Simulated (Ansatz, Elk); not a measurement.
# Ca4Mg2SnW: X-ray structure factors from the self-consistent density

Structure refinements treat a crystal as free atoms side by side. For a made-up structure of Ca4Mg2SnW (cell and positions from a PBE relaxation) the runs below show what the calculated density changes in F(hkl).

Program: Elk 11.2.3 (patched build). Level of theory: DFT, PBE, all-electron APW+lo, Dirac cores, scalar-relativistic bands, static density, no spin. Results are calculated unless marked as measured.

The structure was built from a prototype and need not be the compound's stable phase.

## (1) Starting point

Symmetry: Amm2, No. 38, orthorhombic system. The conventional cell has a = 5.212 Å, b = 7.071 Å, c = 11.669 Å, α = 90.00°, β = 90.00°, γ = 90.00°. Nearest to W lie 2 Mg at 3.08 Å and 6 Ca at 3.20 to 3.25 Å and 2 Sn at 3.54 Å. Nearest to Sn lie 2 Mg at 3.24 Å and 8 Ca at 3.28 to 3.47 Å and 2 W at 3.54 Å. Nearest to Ca lie 3 Mg at 3.09 to 3.56 Å and 2 W at 3.25 Å and 2 Sn at 3.28 Å and 3 Ca at 3.41 to 3.42 Å. Nearest to Ca lie 2 W at 3.20 to 3.63 Å and 4 Mg at 3.29 to 3.31 Å and 2 Sn at 3.35 to 3.47 Å and 4 Ca at 3.42 to 3.57 Å. Nearest to Mg lie 2 W at 3.08 Å and 6 Ca at 3.09 to 3.31 Å and 2 Mg at 3.54 Å. Mg has 2 Sn at 3.24 Å and 8 Ca at 3.27 to 3.56 Å and 2 Mg at 3.54 Å nearest. Farther neighbours are not listed.

## (2) Ground state and structure factors

An all-electron density is needed, since X-rays see the cores too. Task 0 finds the density and task 195 Fourier-transforms it; tshift is off so that phases refer to the origin typed.

File elk.in:

```
tasks
  0
  195

xctype
  20

spinpol
  .false.

rgkmax
  7.0

gmaxvr
  14.0

lmaxo
  7

lmaxapw
  8

swidth
  0.002

tshift
  .false.

ramdisk
  .false.

hmaxvr
  5.5

maxscl
  120

epspot
  1e-06

sppath
  './'

avec
  9.84968797042 0.00000000000 0.00000000000
  0.00000000000 6.68124987277 11.02549400644
  0.00000000000 -6.68124987277 11.02549400644

atoms
  4
  'W.in'
  1
  0.5000000000 0.6784148861 0.6784148861   0.000000 0.000000 0.000000
  'Sn.in'
  1
  0.5000000000 0.1649752029 0.1649752029   0.000000 0.000000 0.000000
  'Ca.in'
  4
  -0.0000000000 0.3563090576 0.8382200020   0.000000 0.000000 0.000000
  -0.0000000000 0.8382200020 0.3563090576   0.000000 0.000000 0.000000
  0.5000000000 0.1554119399 0.6606519159   0.000000 0.000000 0.000000
  0.5000000000 0.6606519159 0.1554119399   0.000000 0.000000 0.000000
  'Mg.in'
  2
  -0.0000000000 0.8183485380 0.8183485380   0.000000 0.000000 0.000000
  -0.0000000000 0.3294684575 0.3294684575   0.000000 0.000000 0.000000

ngridk
  5 4 4
```

The run is started by

```bash
OMP_NUM_THREADS=4 elk
```

Numbers of over 12 decimals in the logs are rounded to 6 here.

The program printed:

```text
┌─────────────────────────┐
│ Elk code version 11.2.3 │
└─────────────────────────┘

All units are atomic (Hartree, Bohr, etc.)

┌─────────────────────────────────────────────────┐
│ Ground-state run starting from atomic densities │
└─────────────────────────────────────────────────┘

Lattice vectors :
   9.849687970       0.000000000       0.000000000
   0.000000000       6.681249873       11.02549401
   0.000000000      -6.681249873       11.02549401

Reciprocal lattice vectors :
  0.6379070409       0.000000000      -0.000000000
  -0.000000000      0.4702103219      0.2849389471
   0.000000000     -0.4702103219      0.2849389471

Unit cell volume      :    1451.136414
Brillouin zone volume :   0.1709351451

Muffin-tin inner radius fraction :   0.1000000000E-01

Nuclei treated as point charges

Species : 1 (W)
 parameters loaded from : W.in
 name : tungsten
 nuclear charge    :   -74.00000000
 electronic charge :    74.00000000
 atomic mass :    335119.8193
 muffin-tin radius :    2.800000000
 number of radial points in muffin-tin :   1393
 inner part over the whole radius :   0.9904299836E-02
 number on inner part of muffin-tin    :    999
 approximate nuclear radius :   0.1010025921E-03
 number of mesh points to nuclear radius :    520
 atomic positions (lattice), magnetic fields (Cartesian) :
  1 :   0.50000000  0.67841489  0.67841489    0.00000000  0.00000000  0.00000000

Species : 2 (Sn)
 parameters loaded from : Sn.in
 name : tin
 nuclear charge    :   -50.00000000
 electronic charge :    50.00000000
 atomic mass :    216395.0922
 muffin-tin radius :    2.600000000
 number of radial points in muffin-tin :   1193
 inner part over the whole radius :   0.9914297220E-02
 number on inner part of muffin-tin    :    850
 approximate nuclear radius :   0.8828114845E-04
 number of mesh points to nuclear radius :    428
 atomic positions (lattice), magnetic fields (Cartesian) :
  1 :   0.50000000  0.16497520  0.16497520    0.00000000  0.00000000  0.00000000

Species : 3 (Ca)
 parameters loaded from : Ca.in
 name : calcium
 nuclear charge    :   -20.00000000
 electronic charge :    20.00000000
 atomic mass :    73057.72475
 muffin-tin radius :    2.400000000
 number of radial points in muffin-tin :    993
 inner part over the whole radius :   0.9970789793E-02
 number on inner part of muffin-tin    :    698
 approximate nuclear radius :   0.6614485811E-04
 number of mesh points to nuclear radius :    321
 atomic positions (lattice), magnetic fields (Cartesian) :
  1 :   0.00000000  0.35630906  0.83822000    0.00000000  0.00000000  0.00000000
  2 :   0.00000000  0.83822000  0.35630906    0.00000000  0.00000000  0.00000000
  3 :   0.50000000  0.15541194  0.66065192    0.00000000  0.00000000  0.00000000
  4 :   0.50000000  0.66065192  0.15541194    0.00000000  0.00000000  0.00000000

Species : 4 (Mg)
 parameters loaded from : Mg.in
 name : magnesium
 nuclear charge    :   -12.00000000
 electronic charge :    12.00000000
 atomic mass :    44305.30466
 muffin-tin radius :    2.200000000
 number of radial points in muffin-tin :    793
 inner part over the whole radius :   0.9941530515E-02
 number on inner part of muffin-tin    :    552
 approximate nuclear radius :   0.5710277704E-04
 number of mesh points to nuclear radius :    241
 atomic positions (lattice), magnetic fields (Cartesian) :
  1 :   0.00000000  0.81834854  0.81834854    0.00000000  0.00000000  0.00000000
  2 :   0.00000000  0.32946846  0.32946846    0.00000000  0.00000000  0.00000000

Total number of atoms per unit cell :    8
Total muffin-tin volume :    486.4023186
 ratio of muffin-tin to unit cell volume :   0.3351871774

Spin treatment :
 spin-unpolarised

Number of Bravais lattice symmetries :    8
Number of crystal symmetries         :    4
Crystal has no inversion symmetry
Complex Hermitian eigensolver will be used

k-point grid :      5     4     4
k-point offset :    0.000000000       0.000000000       0.000000000
k-point set is reduced with full crystal symmetry group
[...]
correlation                 :     -11.374191342016
 electron entropic           :    -0.25031257576235E-02
 total energy                :     -25467.955830179

Density of states at Fermi energy :    191.4746205
 (states/Hartree/unit cell)

Estimated indirect band gap :   0.4872826411E-03
 from k-point 7 to k-point 7
Estimated direct band gap   :   0.4872826411E-03
 at k-point 7

Charges :
 core                        :    120.0000000
 valence                     :    108.0000000
 interstitial                :    13.22759833
 muffin-tins (core leakage)
  species : 1 (W)
[...]
species : 2 (Sn)
[...]
species : 3 (Ca)
[...]
species : 4 (Mg)
[...]
total in muffin-tins        :    214.7724017
 total calculated charge     :    227.9999581
 total charge                :    228.0000000
 error                       :   0.4188785272E-04

RMS change in Kohn-Sham potential (target) :   0.4068800887     (  0.1000000000E-05)
Absolute change in total energy (target)   :   0.5183065182     (  0.1000000000E-03)

[... loops 3 to 16 left out ...]

┌──────────────────┐
│ Loop number : 17 │
└──────────────────┘

Energies :
 Fermi                       :     0.179140
 sum of occupied eigenvalues :     -15441.770388856
 electron kinetic            :      27862.841311221
 core electron kinetic       :      26676.254782132
 Coulomb                     :     -52661.939493644
 Coulomb potential           :     -42433.403518666
 nuclear-nuclear             :     -1997.2471681507
 electron-nuclear            :     -58931.590883997
 Hartree                     :      8266.8985585035
 Madelung                    :     -31445.237734311
 xc potential                :     -871.20818141098
 exchange                    :     -656.92445316447
 correlation                 :     -11.370062671188
 electron entropic           :    -0.28438242814925E-02
 total energy                :     -25467.395542083

Density of states at Fermi energy :    216.9181283
 (states/Hartree/unit cell)

Estimated indirect band gap :   0.6671695342E-03
 from k-point 19 to k-point 9
Estimated direct band gap   :   0.2379686139E-02
 at k-point 18

Charges :
 core                        :    120.0000000
 valence                     :    108.0000000
 interstitial                :    13.52426778
 muffin-tins (core leakage)
  species : 1 (W)
[...]
species : 2 (Sn)
[...]
species : 3 (Ca)
[...]
species : 4 (Mg)
[...]
total in muffin-tins        :    214.4757322
 total calculated charge     :    227.9999392
 total charge                :    228.0000000
 error                       :   0.6077768168E-04

RMS change in Kohn-Sham potential (target) :   0.3934821268E-06 (  0.1000000000E-05)
Absolute change in total energy (target)   :   0.7915503375E-04 (  0.1000000000E-03)

Convergence targets achieved

┌──────────────────┐
│ Loop number : 18 │
└──────────────────┘

Energies :
 Fermi                       :     0.179141
 sum of occupied eigenvalues :     -15441.770356725
 electron kinetic            :      27862.841336127
 core electron kinetic       :      26676.254802911
 Coulomb                     :     -52661.939481396
 Coulomb potential           :     -42433.403579932
 nuclear-nuclear             :     -1997.2471681507
 electron-nuclear            :     -58931.590798003
 Hartree                     :      8266.8984847573
 Madelung                    :     -31445.237691430
 xc potential                :     -871.20811291981
 exchange                    :     -656.92445210432
 correlation                 :     -11.370062652955
 electron entropic           :    -0.28438235929141E-02
 total energy                :     -25467.395503850

Density of states at Fermi energy :    216.9180644
 (states/Hartree/unit cell)

Estimated indirect band gap :   0.6671723682E-03
 from k-point 19 to k-point 9
Estimated direct band gap   :   0.2379694388E-02
 at k-point 18

Charges :
 core                        :    120.0000000
 valence                     :    108.0000000
 interstitial                :    13.52426911
 muffin-tins (core leakage)
  species : 1 (W)
[...]
species : 2 (Sn)
[...]
species : 3 (Ca)
[...]
atom 4                    :    18.20235612     ( -0.1987035070E-06)
  species : 4 (Mg)
   atom 1                    :    10.51677615     ( -0.9828258829E-07)
   atom 2                    :    10.48042081     ( -0.9828258696E-07)
 total in muffin-tins        :    214.4757309
 total calculated charge     :    227.9999392
 total charge                :    228.0000000
 error                       :   0.6077765784E-04

┌──────────────────────────────┐
│ Self-consistent loop stopped │
└──────────────────────────────┘

Wrote STATE.OUT
```

Wall time 2.3 min (4 threads of Arm Neoverse V2, shared host); peak memory 0.33 GiB; 7.2 min of CPU time.

SFACRHO.OUT:

```text

h k l indices transformed by vhmat matrix:
   1.000000000       0.000000000       0.000000000    
   0.000000000       1.000000000       0.000000000    
   0.000000000       0.000000000       1.000000000    

      h      k      l  multipl.   |H|            Re(F)            Im(F)           |F|

      0      0      0      1   0.0000000       228.00000     -0.69828090E-16   228.00000    
      0     -1      0      2  0.54980719      -8.6433029       25.151496       26.595196    
      0      1      0      2  0.54980719      -8.6433029      -25.151496       26.595196    
      0     -1     -1      1  0.56987789      -53.059394      -80.688173       96.570599    
      0      1      1      1  0.56987789      -53.059394       80.688173       96.570599    
      1      0      0      2  0.63790704      -95.833799     -0.46869621E-13   95.833799    
      1      0      1      4  0.84214805       4.0432352       21.468278       21.845703    
      1      0     -1      4  0.84214805       4.0432352      -21.468278       21.845703    
      1      1      1      2  0.85538658       49.819557      -46.764767       68.329581    
     -1     -1     -1      2  0.85538658       49.819557       46.764767       68.329581    
      0     -1      1      2  0.94042064       66.096791     -0.17838350E-13   66.096791    
      0      2      1      2  0.97560729       21.817632       15.780485       26.926433    
      0     -2     -1      2  0.97560729       21.817632      -15.780485       26.926433    
      0      0      2      2   1.0996144      -94.556052       72.669468       119.25476    
      0     -2      0      2   1.0996144      -94.556052      -72.669468       119.25476    
      1     -1      1      4   1.1363610      -88.119347     -0.11759547E-13   88.119347    
      0     -2     -2      1   1.1397558      -85.869398       83.632167       119.86615    
      0      2      2      1   1.1397558      -85.869398      -83.632167       119.86615
```

Elk indexes on the primitive cell of elk.in and gives |H| = 4π sin θ/λ in inverse bohr. Below, one row stands for each form hkl of the conventional cell (m members, Friedel mates merged), F is for one primitive cell and the density is static (no thermal factor). Free-atom factors are Waasmaier and Kirfel's, and R is Σm||F|−|F'||/Σm|F|.

| hkl | m | sin θ/λ (Å⁻¹) | abs F, DFT | neutral atoms | diff. | abs of complex diff. |
| --- | --- | --- | --- | --- | --- | --- |
| 011 | 4 | 0.083 | 26.595 | 26.428 | +0.167 | 0.167 |
| 002 | 2 | 0.086 | 96.571 | 96.353 | +0.217 | 0.252 |
| 100 | 2 | 0.096 | 95.834 | 95.573 | +0.261 | 0.261 |
| 111 | 8 | 0.127 | 21.846 | 21.926 | -0.081 | 0.107 |
| 102 | 4 | 0.129 | 68.330 | 68.592 | -0.262 | 0.429 |
| 020 | 2 | 0.141 | 66.097 | 66.223 | -0.126 | 0.126 |
| 013 | 4 | 0.147 | 26.926 | 27.035 | -0.108 | 0.220 |
| 022 | 4 | 0.165 | 119.255 | 119.264 | -0.009 | 0.009 |
| 120 | 4 | 0.171 | 88.119 | 88.135 | -0.016 | 0.016 |
| 004 | 2 | 0.171 | 119.866 | 119.978 | -0.112 | 0.229 |
| 113 | 8 | 0.175 | 24.754 | 24.922 | -0.169 | 0.174 |
| 122 | 8 | 0.191 | 161.034 | 161.159 | -0.125 | 0.129 |
| 200 | 2 | 0.192 | 179.239 | 179.673 | -0.434 | 0.434 |
| 104 | 4 | 0.196 | 153.895 | 154.382 | -0.486 | 0.489 |
| 211 | 8 | 0.209 | 24.175 | 24.288 | -0.113 | 0.113 |
| 202 | 4 | 0.210 | 83.845 | 84.379 | -0.534 | 0.630 |
| 031 | 4 | 0.216 | 18.655 | 18.714 | -0.059 | 0.067 |
| 024 | 4 | 0.222 | 73.414 | 73.504 | -0.091 | 0.380 |
| 015 | 4 | 0.226 | 26.547 | 26.577 | -0.031 | 0.092 |
| 131 | 8 | 0.237 | 25.145 | 25.156 | -0.011 | 0.026 |
| 220 | 4 | 0.238 | 60.791 | 61.458 | -0.667 | 0.667 |
| 213 | 8 | 0.241 | 25.059 | 25.149 | -0.090 | 0.090 |

## (3) The highest occupied states alone

An energy window below the Fermi level keeps the highest occupied states, to see at which angles they scatter; shallow core shells can lie inside it and anion s states outside. No new self-consistency is needed.

elk.in, as its differences from that of step 2:

```diff
@@ -1,3 +1,2 @@
 tasks
-  0
   195
@@ -40,2 +39,5 @@
 
+wsfac
+  -0.261850 0.479140
+
 sppath
```

The run is started by

```bash
OMP_NUM_THREADS=4 elk
```

The program printed:

```text
┌─────────────────────────────────┐
│ Elk code version 11.2.3 started │
└─────────────────────────────────┘

Info(readinput): the functional depends on the density's gradient
 muffin-tin radial points multiplied by    2.00000
 (not where nrmtscf is given)

┌────────────────────┐
│ Current task : 195 │
└────────────────────┘

Info(sfacrho): density structure factors written to SFACRHO.OUT

 Energy window :  -0.2618500000      0.4791400000

┌──────────────────┐
│ Elk code stopped │
└──────────────────┘
```

The job ended after 33 s (4 threads; peak memory 0.21 GiB).

States within 12 eV below the Fermi level hold 22.00 electrons; any levels below the window count with the cores. Their amplitudes can exceed the total, where window and core parts have opposite phase:

| hkl | sin θ/λ (Å⁻¹) | abs F, window | abs F, all |
| --- | --- | --- | --- |
| 011 | 0.083 | 2.046 | 26.595 |
| 002 | 0.086 | 5.651 | 96.571 |
| 100 | 0.096 | 4.415 | 95.834 |
| 111 | 0.127 | 1.250 | 21.846 |
| 102 | 0.129 | 3.522 | 68.330 |
| 020 | 0.141 | 3.636 | 66.097 |
| 013 | 0.147 | 1.155 | 26.926 |
| 022 | 0.165 | 2.194 | 119.255 |
| 120 | 0.171 | 1.842 | 88.119 |
| 004 | 0.171 | 1.657 | 119.866 |

## (4) Another functional

The difference from free atoms is small, so it is set against the change that PBEsol makes.

elk.in, as its differences from that of step 3:

```diff
@@ -1,2 +1,3 @@
 tasks
+  0
   195
@@ -4,3 +5,3 @@
 xctype
-  20
+  22
 
@@ -39,5 +40,2 @@
 
-wsfac
-  -0.261850 0.479140
-
 sppath
```

The run is started by

```bash
OMP_NUM_THREADS=4 elk
```

The program printed:

```text
┌─────────────────────────┐
│ Elk code version 11.2.3 │
└─────────────────────────┘

All units are atomic (Hartree, Bohr, etc.)

┌─────────────────────────────────────────────────┐
│ Ground-state run starting from atomic densities │
└─────────────────────────────────────────────────┘

Lattice vectors :
   9.849687970       0.000000000       0.000000000
   0.000000000       6.681249873       11.02549401
   0.000000000      -6.681249873       11.02549401

Reciprocal lattice vectors :
  0.6379070409       0.000000000      -0.000000000
[...]
muffin-tins (core leakage)
  species : 1 (W)
[...]
species : 2 (Sn)
[...]
species : 3 (Ca)
[...]
species : 4 (Mg)
   atom 1                    :    10.51425537     ( -0.9828258873E-07)
   atom 2                    :    10.47752755     ( -0.9828258740E-07)
 total in muffin-tins        :    214.4768809
 total calculated charge     :    227.9999386
 total charge                :    228.0000000
 error                       :   0.6139461078E-04

┌──────────────────────────────┐
│ Self-consistent loop stopped │
└──────────────────────────────┘

Wrote STATE.OUT
[key lines of the parts left out:]
total energy                :     -25455.663190682
```

Wall time 2.3 min (4 threads); peak memory 0.35 GiB.

Against the first run R = 0.01 %; the largest change is -0.047 at 026.

## (5) Basis size

The basis and the expansions that go with it are enlarged, to see whether the differences are converged.

elk.in, as its differences from that of step 4:

```diff
@@ -5,3 +5,3 @@
 xctype
-  22
+  20
 
@@ -11,12 +11,12 @@
 rgkmax
-  7.0
+  8.5
 
 gmaxvr
-  14.0
+  18.0
 
 lmaxo
-  7
+  9
 
 lmaxapw
-  8
+  10
```

The run is started by

```bash
OMP_NUM_THREADS=4 elk
```

The program printed:

```text
┌─────────────────────────┐
│ Elk code version 11.2.3 │
└─────────────────────────┘

All units are atomic (Hartree, Bohr, etc.)

┌─────────────────────────────────────────────────┐
│ Ground-state run starting from atomic densities │
└─────────────────────────────────────────────────┘

Lattice vectors :
   9.849687970       0.000000000       0.000000000
   0.000000000       6.681249873       11.02549401
   0.000000000      -6.681249873       11.02549401

Reciprocal lattice vectors :
  0.6379070409       0.000000000      -0.000000000
[...]
muffin-tins (core leakage)
  species : 1 (W)
[...]
species : 2 (Sn)
[...]
species : 3 (Ca)
[...]
species : 4 (Mg)
   atom 1                    :    10.51837431     ( -0.9828258962E-07)
   atom 2                    :    10.48214778     ( -0.9828259051E-07)
 total in muffin-tins        :    214.4877955
 total calculated charge     :    227.9999349
 total charge                :    228.0000000
 error                       :   0.6510173441E-04

┌──────────────────────────────┐
│ Self-consistent loop stopped │
└──────────────────────────────┘

Wrote STATE.OUT
[key lines of the parts left out:]
total energy                :     -25467.416015558
```

Elapsed: 7.9 min, on 4 threads; peak memory 0.72 GiB.

Against the first run R = 0.00 %; the largest change is +0.015 at 020.

## (6) Settings against the effect

| run | R against the first run (%) | R against neutral atoms, low angle (%) | wall time |
| --- | --- | --- | --- |
| PBE, rgkmax 7 | 0.00 | 0.26 | 2.3 min |
| PBEsol | 0.01 | 0.26 | 2.3 min |
| rgkmax 8.5 with larger expansions | 0.00 | 0.26 | 7.9 min |

## (7) Summary of results

```json
{
 "R against neutral atoms, sin θ/λ < 0.3 Å⁻¹": "0.26 %",
 "R against neutral atoms, 0.3 to 0.50 Å⁻¹": "0.09 %"
}
```

**Reading.** Independent neutral atoms miss the calculated amplitudes by R = 0.26 % below 0.3 Å⁻¹ and 0.09 % from there to 0.50 Å⁻¹; by shells, 0.34 % below 0.15 Å⁻¹ (7 forms), 0.25 % 0.15 to 0.3 (32 forms), 0.11 % 0.3 to 0.45 (74 forms), 0.07 % above 0.45 (36 forms). Bonding, aspherical density and the tables' own atoms all enter these figures, and the runs don't part them. The largest change of an amplitude is -0.67 electrons, at 220. R counts amplitudes alone; phases shift too. The window's part falls from 22.0 electrons at the origin to at most 0.24 between 0.45 and 0.50 Å⁻¹. Below 0.3 Å⁻¹ the changes that finished (PBEsol and rgkmax 8.5 with larger expansions) move F by R = 0.01 % at most, against the 0.26 % that separates it from free atoms. The k-mesh has no finished test. These runs have no spin, though d or f shells may be open. Spin-orbit coupling is left out, which can matter for elements this heavy. Part of the difference isn't bonding: the tables are fits to free atoms and ions calculated by other methods than this functional. Thermal motion, anomalous dispersion and extinction are left out.

[Logs are printed without paths, hosts, clocks, repeated set-up lines and the standing remarks that a program may print on its own settings, such as how far it seeks lower states.]

[Hosts, paths, dates, database ids (printed as entryN), source tags and the programs' standing remarks are cut or masked in the printed files.]
